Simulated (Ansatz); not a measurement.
# Changed inputs in constrained RPA: TiBr2 (P-3m1)

Wanted: the sensitivity and cost of U and J for TiBr2 (P-3m1).

Main program and level: Ansatz 0.2.0; constrained RPA on LDA, plane waves, PAW.

The database entry behind the starting cell has ideal inner coordinates that were not refined, so it need not match the best structure at ambient conditions.

### 1. Set-up

Symmetry: P-3m1, No. 164, trigonal system. Conventional cell: a = 3.629 Å, b = 3.629 Å, c = 6.492 Å, α = 90.00°, β = 90.00°, γ = 120.00°. Nearest to Ti lie 6 Br at 2.65 Å. Br has 3 Ti at 2.65 Å nearest. Farther neighbours and most contacts between anions are not listed.

Coordinates:

```cif
data_structure
_symmetry_space_group_name_H-M 'P 1'
_symmetry_Int_Tables_number 1
_cell_length_a 3.6290
_cell_length_b 3.6290
_cell_length_c 6.4920
_cell_angle_alpha 90.000
_cell_angle_beta 90.000
_cell_angle_gamma 120.000
_cell_volume 74.04
loop_
_atom_site_label
_atom_site_type_symbol
_atom_site_fract_x
_atom_site_fract_y
_atom_site_fract_z
_atom_site_occupancy
Ti1 Ti 0.00000 0.00000 0.00000 1
Br2 Br 0.33333 0.66667 0.25000 1
Br3 Br 0.66667 0.33333 0.75000 1
```

The cell and positions come from the Crystallography Open Database and are kept as given unless a step says otherwise. The default PAW set here is soft_2. Its files were made with PBE.

### 2. Base: Ti t2g, bands v1 to c2, 6×6×4 mesh, medium accuracy

Constrained RPA screens the interaction with every transition except those inside the target bands, which a later many-body model would treat itself.

Input file input.yaml:

```yaml
crystal:
  lattice:
    - [2.56609051, 0.0, -2.56609051]
    - [-2.56609051, 2.56609051, 0.0]
    - [3.74815795, 3.74815795, 3.74815795]
  atoms:
    - { symbol: Ti, position: [0.0, 0.0, 0.0] }
    - { symbol: Br, position: [0.3333333333, 0.6666666667, 0.25] }
    - { symbol: Br, position: [0.6666666667, 0.3333333333, 0.75] }
kpoints:
  mp_grid: { grid: [12, 12, 4] }
hamiltonian:
  xc: lda
scf:
  occupations: { method: gaussian, width: 0.08 }
  n_extra_bands: 19
  max_iter: 150
output:
  crpa:
    kmesh: [6, 6, 4]
    target_bands: [v1, c2]
    projections: [{ species: Ti, l: d, shell: 3, orbitals: [dxz, dyz, dxy] }]
  local_orbitals:
    kmesh: [6, 6, 4]
    orbitals: [{ species: Ti, l: d, shell: 3, orbitals: [dxz, dyz, dxy] }]
    window: { bands: [v1, c2] }
    seedname: lo
```

Launch:

```bash
ansatz run input.yaml --threads 4 --pin off --max-ram 9216MiB --backend cpu --events-out ev --progress --plain --runs-dir out
```

Numbers of over 12 decimals in the logs are rounded to 6 here.

What it wrote:

```text
scf.n_extra_bands = 19 over 13 filled bands (N_el = 26.0): the run solves 32 bands
Engine: ansatz 0.2.0, aarch64-unknown-linux-gnu
Pseudopotentials: kind: paw
Pseudopotential: Ti, paw, valence charge 12, recommended cutoff 420 eV (normal), Ti.paw.azcp
Pseudopotential: Br, paw, valence charge 7, recommended cutoff 420 eV (normal), Br.paw.azcp
Functional definition: SPW92
  exchange = slater_x
  correlation = pw_c
Crystal: 3 atoms, lattice volume = 74.043 Å³
Basis set: ecut = 420 eV, 1449 PW (Γ)
Bands: 32, of which v1, the nominal top of the filled ones, is band 13 counted from 1 (12 counted from 0)
Symmetry: 12 space group operations
Space group: P-3m1 (ITA 164), of the structure as read, at distance tolerance 4.2e-5 Å
k-points: 69 of 576
Non-local potential: Ti, projectors of the file, l = 0: 3, l = 1: 2, l = 2: 3, l = 3: 1
Non-local potential: Br, projectors of the file, l = 0: 2, l = 1: 2, l = 2: 2
PAW form: soft (Blöchl's): semilocal exchange-correlation on the pseudo side does not see the compensation charge
PAW frozen core: Ti, regenerated for the run's functional, and the local potential with it (the file was generated under x = pbe(κ = 0.804, μ = 0.219515), c = pbe(β = 0.066725))
PAW frozen core: Br, regenerated for the run's functional, and the local potential with it (the file was generated under x = pbe(κ = 0.804, μ = 0.219515), c = pbe(β = 0.066725))
PAW one-centre angular grid: Ti, 590 points (default); XC on 64 Gauss nodes
PAW one-centre angular grid: Br, 110 points (default); XC on 64 Gauss nodes
Initial density: superposition of atomic densities (neutral atoms: chi_scale 0, normalization atom), corrected by the library's trained network
Initial wavefunctions: pseudopotential atomic-orbital guess
Functional: x = slater, c = lda
SCF iter   1: F=—  HF=-7841.178976 eV  |F-HF|=—  |Δ(HF+E_count)|=         —  Δρ=4.64e-3  dr2=1.75e-2  ethr=1.77e-3  ⟨swp⟩=6.3  Hψ=11122  notcnv=0  defer=415
preconditioner: auto → LDOS  [metal: Δε(μ)=0.002 eV  Ē_g=15.498 eV  σ=0.080 eV  W_gap=0.02  n_scr=22 (ndim 8)  ℏωp=18.3 eV  f_vac=0.027  D(μ)=3.47/eV (n_scr^D=36)  β→1.0]
SCF iter   2: F=—  HF=-7841.176717 eV  |F-HF|=—  |Δ(HF+E_count)|=   2.26e-3  Δρ=1.76e-3  dr2=2.73e-3  ethr=6.73e-5  ⟨swp⟩=2.5  Hψ=3481  notcnv=0  defer=567
SCF iter   3: F=—  HF=-7841.175919 eV  |F-HF|=—  |Δ(HF+E_count)|=   7.98e-4  Δρ=6.26e-4  dr2=7.23e-4  ethr=1.05e-5  ⟨swp⟩=2.0  Hψ=2393  notcnv=0  defer=567
SCF iter   4: F=—  HF=-7841.175758 eV  |F-HF|=—  |Δ(HF+E_count)|=   1.61e-4  Δρ=2.25e-4  dr2=7.71e-5  ethr=2.78e-6  ⟨swp⟩=2.0  Hψ=1659  notcnv=0  defer=567
SCF iter   5: F=—  HF=-7841.175744 eV  |F-HF|=—  |Δ(HF+E_count)|=   1.37e-5  Δρ=1.42e-4  dr2=1.74e-5  ethr=2.96e-7  ⟨swp⟩=2.2  Hψ=2183  notcnv=0  defer=567
SCF iter   6: F=—  HF=-7841.175741 eV  |F-HF|=—  |Δ(HF+E_count)|=   3.58e-6  Δρ=3.45e-5  dr2=1.55e-6  ethr=6.69e-8  ⟨swp⟩=1.8  Hψ=1337  notcnv=0  defer=567
SCF iter   7: F=-7841.175740 eV  HF=-7841.175740 eV  |F-HF|=2.81e-10  |Δ(HF+E_count)|=   2.20e-7  Δρ=8.08e-6  dr2=2.24e-8  ethr=3.85e-10  ⟨swp⟩=8.3  Hψ=11670  notcnv=0
SCF 1 converged in 7 iterations: F = -7841.175740 eV  dr2 = 2.24e-8
[...]
NSCF: frozen V_eff on 27 k-points
NSCF: frozen V_eff on 24 k-points
[...]
cRPA screening: q 1/144
cRPA screening: q 2/144
cRPA screening: q 4/144 (q-point 3)
cRPA screening: q 5/144
cRPA screening: q 11/144 (q-point 6)
cRPA screening: q 17/144 (q-point 7)
cRPA screening: q 23/144 (q-point 8)
cRPA screening: q 29/144 (q-point 9)
cRPA screening: q 35/144 (q-point 10)
cRPA screening: q 41/144 (q-point 11)
cRPA screening: q 47/144 (q-point 12)
[...]
cRPA screening: q 125/144 (q-point 36)
cRPA screening: q 137/144 (q-point 57)
cRPA screening: q 139/144 (q-point 58)
cRPA screening: q 143/144 (q-point 59)
SCF converged after 7 iterations
Free energy (F): -7841.175740 eV
Harris-Foulkes:  -7841.175740 eV  (|F-HF|=2.81e-10)
Internal energy: -7841.164452 eV  (E = F + TS)
E sigma→0 (E₀):  -7841.170096 eV
Entropy (-TS):   -0.011288 eV (-3.763 meV/atom)
Fermi energy:    7.711824 eV
--- Per-component energies (eV) ---
  E_band       = -246.311223
  E_kinetic    = 538.758928
  E_local      = -1886.025827  (includes V_loc(G=0)·N_el)
  E_nonlocal   = 157.803492
  E_hartree    = 735.255485
  E_xc         = -618.305279
  E_vxc        = -330.395619  (∫ρ·V_xc dr)
  E_paw        = -5321.318695  (= ΣΔE_a)
  E_vpaw       = -196.964174  (= ΣTr[D̂ρ^β])
  E_aug_tail   = 0.000107  (compensation charges beyond the density's cutoff)
  E_ewald      = -1448.071636
  E_core_change = 0.738973  (= ΣΔE_core)
  E_smearing   = -0.011288  (= −TS)
  E_closure    = 0.000000  (closes the sum)
  Σ components = -7841.175740   (vs F -7841.175740, Δ=0.00e0)
--- Band table (eV; the first three rows and the last of 69) ---
  k-point 0: bands = [... 9 lower, 4.0343, 4.5888, 4.5888, 7.4837, 7.6338, 7.6338, 8.9987, 8.9987, ... 15 higher]
  k-point 1: bands = [... 9 lower, 3.4270, 4.5417, 4.5417, 7.6289, 7.6289, 7.6292, 9.0563, 9.0563, ... 15 higher]
  k-point 2: bands = [... 9 lower, 3.4548, 4.4930, 4.4930, 7.6240, 7.6240, 7.7052, 9.1145, 9.1145, ... 15 higher]
  k-point 68: bands = [... 9 lower, 2.2506, 2.9900, 2.9900, 8.0604, 8.0604, 8.2347, 9.4879, 9.4879, ... 15 higher]
--- cRPA (band scheme, projected local orbitals): target bands 13..15 (1-based), 3 Wannier function(s), 6×6×4 mesh, 30 bands' worth read of 35 solved, ecut_chi 136.0 eV, v(q+G=0) probe_charge, pair densities all_electron ---
  bands read: the sum over 30 bands ends inside a degenerate multiplet in 5 slots, whose members it reads at an even weight; the widest, k=1: bands 30 to 31 (counted from 1) at 1/2 each
  χ-basis size per q: N_G = 252..276
  window electrons = 2.0000, filled by tetrahedron_uncorrected; constrained ε̄⁻¹(q = 0, 0) head = 0.224949; min gauge Gram eig = 0.7520
  Kanamori averages over each shell's own Wannier functions (sites counted from 0, functions from 1):
    Site 0, 3D, 3 of 5 d orbitals (Wannier functions 1, 2, 3; wannier90's mr 2, 3, 5):
      screened: U = 3.3066 eV, U' = 2.5593 eV, J = 0.3577 eV
      screened, to within: U = 7.2e-3 eV, U' = 7.2e-3 eV, J = 6.9e-4 eV
      bare: V = 13.9082 eV, V' = 12.9173 eV, J = 0.4825 eV
  Hermiticity witness max|P − P†| over intra, direct and exchange elements: 5.33e-15 eV (screened), 4.98e-25 eV (bare)
  Reality witness max|Im| over intra, direct and exchange elements: 1.97e-19 eV (screened), 5.40e-19 eV (bare)
```

Run time: 2.9 min. Hardware: 4 threads of Arm Neoverse V1, shared host; peak memory 0.59 GiB; 11 min of CPU time.

In the SCF lines HF is the Harris–Foulkes energy and dr2 the Hartree energy of the density residual, in eV; the loop may stop once dr2 is under the threshold and the program's other checks hold. Hψ counts applications of the Hamiltonian.

Numbers from this step:

```
U                                                 : 3.307 eV
U prime (inter-orbital)                           : 2.559 eV
J                                                 : 0.3577 eV
bare V                                            : 13.91 eV
bare J                                            : 0.4825 eV
stated bound on U                                 : 0.007115 eV
U over bare V                                     : 0.2377
electrons in the window                           : 2.000
head of the constrained inverse dielectric matrix : 0.2249
least eigenvalue of the projection's overlap      : 0.7520
target functions                                  : 3
bands in the sums                                 : 30
r.m.s. miss of the model bands                    : 0.006249 eV
width of the target bands                         : 2.005 eV
weight of the projected orbitals in the window    : 0.9181
```

On the Ti t2g shell, screening brings the on-site interaction from 13.9 eV down to U = 3.31 eV.

### 3. Changed: 6×6×2 mesh

input.yaml, the sections that differ from step 2:

```yaml
output:
  crpa:
    kmesh: [6, 6, 2]
    target_bands: [v1, c2]
    projections: [{ species: Ti, l: d, shell: 3, orbitals: [dxz, dyz, dxy] }]
# crystal, kpoints, hamiltonian, scf: as in step 2
```

What it wrote:

```text
[...]
Crystal: 3 atoms, lattice volume = 74.043 Å³
Basis set: ecut = 420 eV, 1449 PW (Γ)
Bands: 32, of which v1, the nominal top of the filled ones, is band 13 counted from 1 (12 counted from 0)
Symmetry: 12 space group operations
[...]
k-points: 69 of 576
[...]
SCF iter   1: F=—  HF=-7841.178976 eV  |F-HF|=—  |Δ(HF+E_count)|=         —  Δρ=4.64e-3  dr2=1.75e-2  ethr=1.77e-3  ⟨swp⟩=6.3  Hψ=11122  notcnv=0  defer=415
[...]
SCF iter   7: F=-7841.175740 eV  HF=-7841.175740 eV  |F-HF|=2.81e-10  |Δ(HF+E_count)|=   2.20e-7  Δρ=8.08e-6  dr2=2.24e-8  ethr=3.85e-10  ⟨swp⟩=8.3  Hψ=11670  notcnv=0
SCF 1 converged in 7 iterations: F = -7841.175740 eV  dr2 = 2.24e-8
[...]
NSCF: frozen V_eff on 14 k-points
[...]
cRPA screening: q 1/72
cRPA screening: q 2/72
cRPA screening: q 3/72
cRPA screening: q 9/72 (q-point 4)
cRPA screening: q 15/72 (q-point 5)
cRPA screening: q 21/72 (q-point 6)
cRPA screening: q 27/72 (q-point 7)
cRPA screening: q 30/72 (q-point 8)
cRPA screening: q 33/72 (q-point 15)
cRPA screening: q 39/72 (q-point 16)
cRPA screening: q 45/72 (q-point 17)
cRPA screening: q 57/72 (q-point 18)
cRPA screening: q 69/72 (q-point 29)
cRPA screening: q 71/72 (q-point 30)
SCF converged after 7 iterations
Free energy (F): -7841.175740 eV
[...]
Internal energy: -7841.164452 eV  (E = F + TS)
E sigma→0 (E₀):  -7841.170096 eV
Entropy (-TS):   -0.011288 eV (-3.763 meV/atom)
Fermi energy:    7.711824 eV
[...]
--- Band table (eV; the first three rows and the last of 69) ---
  k-point 0: bands = [... 9 lower, 4.0343, 4.5888, 4.5888, 7.4837, 7.6338, 7.6338, 8.9987, 8.9987, ... 15 higher]
  k-point 1: bands = [... 9 lower, 3.4270, 4.5417, 4.5417, 7.6289, 7.6289, 7.6292, 9.0563, 9.0563, ... 15 higher]
  k-point 2: bands = [... 9 lower, 3.4548, 4.4930, 4.4930, 7.6240, 7.6240, 7.7052, 9.1145, 9.1145, ... 15 higher]
  k-point 68: bands = [... 9 lower, 2.2506, 2.9900, 2.9900, 8.0604, 8.0604, 8.2347, 9.4879, 9.4879, ... 15 higher]
[...]
χ-basis size per q: N_G = 252..276
[...]
Site 0, 3D, 3 of 5 d orbitals (Wannier functions 1, 2, 3; wannier90's mr 2, 3, 5):
      screened: U = 3.2949 eV, U' = 2.5492 eV, J = 0.3570 eV
      screened, to within: U = 7.2e-3 eV, U' = 7.2e-3 eV, J = 6.9e-4 eV
      bare: V = 13.9028 eV, V' = 12.9138 eV, J = 0.4816 eV
[...]
```

Wall time 55 s (4 threads); peak memory 0.52 GiB.

This step gave:

```yaml
u: 3.295 eV
u_prime_inter_orbital: 2.549 eV
j: 0.3570 eV
bare_v: 13.90 eV
bare_j: 0.4816 eV
stated_bound_on_u: 0.007101 eV
u_over_bare_v: 0.2370
electrons_in_the_window: 2.000
head_of_the_constrained_inverse_dielectric_matrix: 0.2237
least_eigenvalue_of_the_projection_s_overlap: 0.7520
target_functions: 3
bands_in_the_sums: 30
width_of_the_target_bands: 2.005 eV
weight_of_the_projected_orbitals_in_the_window: 0.9181
```

On the Ti t2g shell, screening brings the on-site interaction from 13.9 eV down to U = 3.29 eV.

### 4. Changed: 9×9×4 mesh

input.yaml: that of step 3 with these lines changed.

```diff
@@ -19,3 +19,3 @@
   crpa:
-    kmesh: [6, 6, 2]
+    kmesh: [9, 9, 4]
     target_bands: [v1, c2]
```

What it wrote:

```text
[...]
Crystal: 3 atoms, lattice volume = 74.043 Å³
Basis set: ecut = 420 eV, 1449 PW (Γ)
Bands: 32, of which v1, the nominal top of the filled ones, is band 13 counted from 1 (12 counted from 0)
Symmetry: 12 space group operations
[...]
k-points: 69 of 576
[...]
k-point 68: bands = [... 9 lower, 2.2506, 2.9900, 2.9900, 8.0604, 8.0604, 8.2347, 9.4879, 9.4879, ... 15 higher]
[...]
χ-basis size per q: N_G = 252..278
[...]
Site 0, 3D, 3 of 5 d orbitals (Wannier functions 1, 2, 3; wannier90's mr 2, 3, 5):
      screened: U = 3.2910 eV, U' = 2.5445 eV, J = 0.3573 eV
      screened, to within: U = 7.2e-3 eV, U' = 7.2e-3 eV, J = 6.9e-4 eV
      bare: V = 13.8877 eV, V' = 12.8977 eV, J = 0.4821 eV
[...]
[key lines of the parts left out:]
SCF converged after 7 iterations
Free energy (F): -7841.175740 eV
Fermi energy:    7.711824 eV
```

Elapsed: 11 min, on 4 threads; peak memory 0.78 GiB; 43 min of CPU time.

This step gave:

- U: 3.291 eV
- U prime (inter-orbital): 2.545 eV
- J: 0.3573 eV
- bare V: 13.89 eV
- bare J: 0.4821 eV
- stated bound on U: 0.007124 eV
- U over bare V: 0.2370
- electrons in the window: 2.000
- head of the constrained inverse dielectric matrix: 0.2209
- least eigenvalue of the projection's overlap: 0.7520
- target functions: 3
- bands in the sums: 30
- width of the target bands: 2.005 eV
- weight of the projected orbitals in the window: 0.9181

On the Ti t2g shell, screening brings the on-site interaction from 13.9 eV down to U = 3.29 eV.

### 5. Changed: 3×3×2 mesh

input.yaml: that of step 4 with these lines changed.

```diff
@@ -19,3 +19,3 @@
   crpa:
-    kmesh: [9, 9, 4]
+    kmesh: [3, 3, 2]
     target_bands: [v1, c2]
```

What it wrote:

```text
[...]
Crystal: 3 atoms, lattice volume = 74.043 Å³
Basis set: ecut = 420 eV, 1449 PW (Γ)
Bands: 32, of which v1, the nominal top of the filled ones, is band 13 counted from 1 (12 counted from 0)
Symmetry: 12 space group operations
[...]
k-points: 69 of 576
[...]
k-point 68: bands = [... 9 lower, 2.2506, 2.9900, 2.9900, 8.0604, 8.0604, 8.2347, 9.4879, 9.4879, ... 15 higher]
[...]
χ-basis size per q: N_G = 252..276
[...]
Site 0, 3D, 3 of 5 d orbitals (Wannier functions 1, 2, 3; wannier90's mr 2, 3, 5):
      screened: U = 3.4122 eV, U' = 2.6694 eV, J = 0.3568 eV
      screened, to within: U = 7.2e-3 eV, U' = 7.2e-3 eV, J = 6.8e-4 eV
      bare: V = 13.9641 eV, V' = 12.9805 eV, J = 0.4807 eV
[...]
[key lines of the parts left out:]
SCF converged after 7 iterations
Free energy (F): -7841.175740 eV
Fermi energy:    7.711824 eV
```

The job ended after 10 s (4 threads; peak memory 0.46 GiB).

This step gave:

| Item | Value |
| --- | --- |
| U | 3.412 eV |
| U prime (inter-orbital) | 2.669 eV |
| J | 0.3568 eV |
| bare V | 13.96 eV |
| bare J | 0.4807 eV |
| stated bound on U | 0.007171 eV |
| U over bare V | 0.2444 |
| electrons in the window | 2.000 |
| head of the constrained inverse dielectric matrix | 0.2248 |
| least eigenvalue of the projection's overlap | 0.7520 |
| target functions | 3 |
| bands in the sums | 30 |
| width of the target bands | 2.005 eV |
| weight of the projected orbitals in the window | 0.9181 |

On the Ti t2g shell, screening brings the on-site interaction from 14.0 eV down to U = 3.41 eV.

### 6. Changed: sums over states

input.yaml: that of step 5 with these lines changed.

```diff
@@ -19,4 +19,7 @@
   crpa:
-    kmesh: [3, 3, 2]
+    kmesh: [6, 6, 4]
     target_bands: [v1, c2]
     projections: [{ species: Ti, l: d, shell: 3, orbitals: [dxz, dyz, dxy] }]
+    accuracy: sum_over_states
+    n_empty_bands: 13
+    ecut_chi: 250
```

What it wrote:

```text
[...]
Crystal: 3 atoms, lattice volume = 74.043 Å³
Basis set: ecut = 420 eV, 1449 PW (Γ)
Bands: 32, of which v1, the nominal top of the filled ones, is band 13 counted from 1 (12 counted from 0)
Symmetry: 12 space group operations
[...]
k-points: 69 of 576
[...]
χ-basis size per q: N_G = 654..683
[...]
U and J over all bands: no bound (output.crpa.accuracy: sum_over_states); those below are of the sums over the bands read on the sphere of ecut_chi, with what the atoms add
[...]
Site 0, 3D, 3 of 5 d orbitals (Wannier functions 1, 2, 3; wannier90's mr 2, 3, 5):
      screened: U = 3.5172 eV, U' = 2.6770 eV, J = 0.3918 eV
      bare: V = 13.9082 eV, V' = 12.9173 eV, J = 0.4825 eV
[...]
[key lines of the parts left out:]
SCF converged after 7 iterations
Free energy (F): -7841.175740 eV
Fermi energy:    7.711824 eV
```

Elapsed: 19 s, on 4 threads; peak memory 0.52 GiB.

This variant gives U = 3.52 eV against 3.31 eV. It is a finite sum over empty states with no bound on its error and stays out of the table below.

### 7. Changed: smooth pair densities

input.yaml: that of step 6 with these lines changed.

```diff
@@ -22,4 +22,2 @@
     projections: [{ species: Ti, l: d, shell: 3, orbitals: [dxz, dyz, dxy] }]
-    accuracy: sum_over_states
-    n_empty_bands: 13
-    ecut_chi: 250
+    pair_densities: pseudo
```

What it wrote:

```text
[...]
Crystal: 3 atoms, lattice volume = 74.043 Å³
Basis set: ecut = 420 eV, 1449 PW (Γ)
Bands: 32, of which v1, the nominal top of the filled ones, is band 13 counted from 1 (12 counted from 0)
Symmetry: 12 space group operations
[...]
k-points: 69 of 576
[...]
χ-basis size per q: N_G = 252..276
[...]
Site 0, 3D, 3 of 5 d orbitals (Wannier functions 1, 2, 3; wannier90's mr 2, 3, 5):
      screened: U = 3.3184 eV, U' = 2.5576 eV, J = 0.3642 eV
      screened, to within: U = 8.6e-3 eV, U' = 8.6e-3 eV, J = 5.8e-4 eV
      screened, sum over states alone: U = 3.5055 eV, U' = 2.6106 eV, J = 0.4190 eV
      bare: V = 13.9082 eV, V' = 12.9173 eV, J = 0.4825 eV
[...]
[key lines of the parts left out:]
SCF converged after 7 iterations
Free energy (F): -7841.175740 eV
Fermi energy:    7.711824 eV
```

Run time: 2.8 min. Hardware: 4 threads; peak memory 0.53 GiB.

This step gave:

```
U                                                 : 3.318 eV
U prime (inter-orbital)                           : 2.558 eV
J                                                 : 0.3642 eV
bare V                                            : 13.91 eV
bare J                                            : 0.4825 eV
stated bound on U                                 : 0.008516 eV
U over bare V                                     : 0.2386
electrons in the window                           : 2.000
head of the constrained inverse dielectric matrix : 0.2251
least eigenvalue of the projection's overlap      : 0.7520
target functions                                  : 3
bands in the sums                                 : 30
width of the target bands                         : 2.005 eV
weight of the projected orbitals in the window    : 0.9181
```

On the Ti t2g shell, screening brings the on-site interaction from 13.9 eV down to U = 3.32 eV.

[end of part 1 of 2]

[Paths, hosts, dates, memory and timing lines, banners, echoed tables and standing remarks are left out of the program output.]

[Logs are printed without paths, hosts, clocks, repeated set-up lines and the standing remarks that a program may print on its own settings, such as how far it seeks lower states.]

[Runs of the session that timed out or met a known fault of the program may be left out.]

[Hosts, paths, dates, database ids (printed as entryN), source tags and the programs' standing remarks are cut or masked in the printed files.]
